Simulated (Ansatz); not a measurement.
# NaGeF3 (model cell, started as cubic perovskite with Ge in the octahedra): following an unstable mode, part 2 of 2

Wanted: the energy along a soft mode of NaGeF3 (model cell, started as cubic perovskite with Ge in the octahedra) and the structure at the end.

Ansatz 0.2.0; DFT PBEsol, scalar-relativistic, plane waves, PAW; PAW set soft_1.

So far. Step 5 (Energy along the mode, all amplitudes (two of the runs …): The lowest of the steps tried is at 0.22 Å, 26.1 meV/atom below the parent; the bottom of the well need not coincide with a step. Step 7 (The new phase in its own primitive cell): The largest force component left is 0.32 meV/Å and the pressure is 0.001 GPa, within the tolerances set. The cell now holds 16.63 Å³/atom. The relaxed cell has a, b, c = 4.282, 8.001, 4.855 Å (conventional setting).

The structure was built from a prototype and need not be the compound's stable phase.

### Step 8. Modes of the new phase, k-mesh 6×6×6

A relaxed structure may still be a saddle point, so its zone-centre modes are computed. The response to a homogeneous field gives the Born charges and the dielectric tensor.

Input file input.yaml:

```yaml
crystal:
  lattice:
    - [4.2816192622, 0.0, 0.0]
    - [0.0, 4.000406594, 2.4274421373]
    - [0.0, -4.000406594, 2.4274421373]
  atoms:
    - { symbol: Na, position: [0.0, 0.9760914116, 0.9760914116] }
    - { symbol: Ge, position: [0.5, 0.4775914716, 0.4775914716] }
    - { symbol: F, position: [0.5, 0.6069330352, 0.9170283268] }
    - { symbol: F, position: [0.5, 0.9170283268, 0.6069330352] }
    - { symbol: F, position: [0.0, 0.5056289561, 0.5056289561] }
kpoints:
  mp_grid: { grid: [6, 6, 6] }
hamiltonian:
  xc: pbesol
  pseudopotentials: { kind: paw, azcp: { folder: soft_1 }, xc_functional: pbe }
scf:
  occupations: { method: fixed }
output:
  eigenvalues: true
phonons:
  method: dfpt
  dielectric: true
  rigid_motions: translations
```

Run with:

```
$ ansatz run input.yaml --threads 8 --pin off --max-ram 16384MiB --backend cpu --events-out ev --progress --plain --runs-dir out
```

Run time: 78 s. Hardware: 8 threads of Arm Neoverse V1, shared host; peak memory 1.4 GiB; 9.4 min of CPU time.

This step gave:

| Property | Result |
| --- | --- |
| sum-rule residual before enforcement | 2.56e-4 eV/Å² |
| miss of the charge sum rule | 5.49e-4 e |
| estimated error of the dielectric tensor | 0.006273 |
| estimated error of the Born charges | 0.01467 e |
| point group | mm2 |
| highest optical mode at the zone centre (no LO-TO term) | 495.2 cm⁻¹ |
| lowest optical zone-centre mode | -142.7 cm⁻¹ |
| mean high-frequency dielectric constant | 2.542 |
| largest Born charge (third of the trace) | 2.633 e |
| top of the zone-centre spectrum with the field | 561.4 cm⁻¹ |

Without the LO-TO term. Patterns of degenerate modes are one choice out of their space. Modes at Γ, with each element's share of the kinetic energy (negative means imaginary):

```
mode  frequency (cm⁻¹)  symmetry  Na %  Ge %  F %
   1            -142.7        B1     9    16   74
   2             -57.1        B2    81     8   11
   3               0.0  acoustic    15    48   37
   4               0.0  acoustic    15    48   37
   5               0.0  acoustic    15    48   37
   6              61.8        B1    72    12   17
   7             100.9        A2     0     0  100
   8             114.9        B2     3     0   97
   9             148.4        B2     0    28   72
  10             153.9        A1    43     7   50
  11             206.3        B1     4    24   72
  12             215.9        A1    41     0   59
  13             296.5        A1     1    25   74
  14             428.2        B2     0    17   83
  15             495.2        A1     0    20   79
```

Displacements in mode 1 (-142.7 cm⁻¹), the largest set to 1:
```
Na1 -0.33  0.00  0.00
Ge2 -0.25  0.00  0.00
F3   0.17  0.00  0.00
F4   0.17  0.00  0.00
F5   1.00  0.00  0.00
```

Displacements in mode 9 (148.4 cm⁻¹), the largest set to 1:
```
Na1  0.00 -0.09  0.00
Ge2  0.00  0.53  0.00
F3   0.00 -0.45 -0.81
F4   0.00 -0.45  0.81
F5   0.00 -1.00  0.00
```

Optical modes at the zone centre, without and with the macroscopic field of the longitudinal modes; each column is sorted by frequency, so a row need not hold one and the same mode. Modes with and without the field, by row:

```
rank among optical modes  no field (cm⁻¹)  q along (1, 0, 0) (cm⁻¹)  q along (0, 1, 0) (cm⁻¹)  q along (0, 0, 1) (cm⁻¹)
                       1           -142.7                     -57.1                    -142.7                    -142.7
                       2            -57.1                      61.6                      42.5                     -57.1
                       3             61.8                     100.9                      61.8                      61.8
                       4            100.9                     114.9                     100.9                     100.9
                       5            114.9                     148.4                     114.9                     114.9
                       6            148.4                     153.9                     153.9                     148.4
                       7            153.9                     206.2                     169.5                     171.5
                       8            206.3                     215.9                     206.3                     206.3
                       9            215.9                     296.5                     215.9                     240.8
                      10            296.5                     406.6                     296.5                     315.5
                      11            428.2                     428.2                     495.2                     428.2
                      12            495.2                     495.2                     513.4                     561.4
```

Born charge (rows field, columns displacement) (e), principal values of the symmetric part by kind of site:

```
atom  atoms with these values    low  middle   high   mean
 Na1                        1   0.90    1.24   1.26   1.13
 Ge2                        1   2.17    2.23   3.49   2.63
  F3                        2  -2.03   -0.73  -0.62  -1.13
  F5                        1  -3.48   -0.63  -0.43  -1.51
```

In full for F5:

```
-3.48  0.00  0.00
 0.00 -0.43  0.00
 0.00  0.00 -0.63
```

High-frequency dielectric tensor:

```
2.91 0.00 0.00
0.00 2.35 0.00
0.00 0.00 2.37
```

Transverse modes; imaginary modes are left out. Infrared lines, with heights relative to the strongest:

```
position (cm⁻¹)  label  relative intensity
             62     B1                 0.3
            101     A2                 0.0
            115     B2                 0.0
            148     B2                  11
            154     A1                  18
            206     B1                 0.2
            216     A1                  20
            296     A1                  15
            428     B2                 100
            495     A1                  80
```

Before it was imposed, the acoustic sum rule was missed by 2.6e-4 eV/Å² and the charge sum rule by 5.5e-4 e. Small misses are needed for a sound result but don't prove that mesh and cutoff are converged. The lowest optical mode is imaginary, 142.7i cm⁻¹, so the energy falls along it.

### Step 9. Results

- unstable mode of the parent: q = (0, 0, 0), 238i cm⁻¹
- depth at the lowest point sampled: 26.1 meV/atom
- largest atomic shift at that point: 0.22 Å
- space group reached (within 0.01 Å): Amm2
- energy gained over the parent (first relaxation, on the mesh of the frozen mode): 130 meV/atom
- volume per atom, phase reached: 16.6 Å³
- gap on the k-mesh, phase reached: 4.13 eV
- lowest optical zone-centre mode, phase reached: -143 cm⁻¹
- highest optical mode at the zone centre (no LO-TO term), phase reached: 495 cm⁻¹

What this shows: Along this mode the structure falls into Amm2, 130 meV/atom below the parent. At the parent's cell the well is 26.11 meV/atom deep on the steps tried, with its lowest point at a shift of 0.22 Å. Relaxing atoms and cell changes the gain by +104.16 meV/atom against the lowest step (energies at zero smearing). Most of the total comes from this relaxation. The new phase still has an imaginary mode at the zone centre of its cell, so it is a saddle point on the way to a lower structure. Of the 6 patterns followed to their end from this parent, this one ends 7.60 meV/atom above the lowest, R3m. Each path keeps the symmetry of its pattern, so a lower phase may lie along a pattern not tried. The q mesh stands for a supercell only 8.7 Å across, so branches between the solved wavevectors are rough. The PAW files were made for PBE and serve the other functionals too. The starting cell was built on a prototype and not taken from a measurement, so the phase need not exist.

[Logs are printed without paths, hosts, clocks, repeated set-up lines and the standing remarks that a program may print on its own settings, such as how far it seeks lower states.]

[Hosts, paths, dates, database ids (printed as entryN), source tags and the programs' standing remarks are cut or masked in the printed files.]
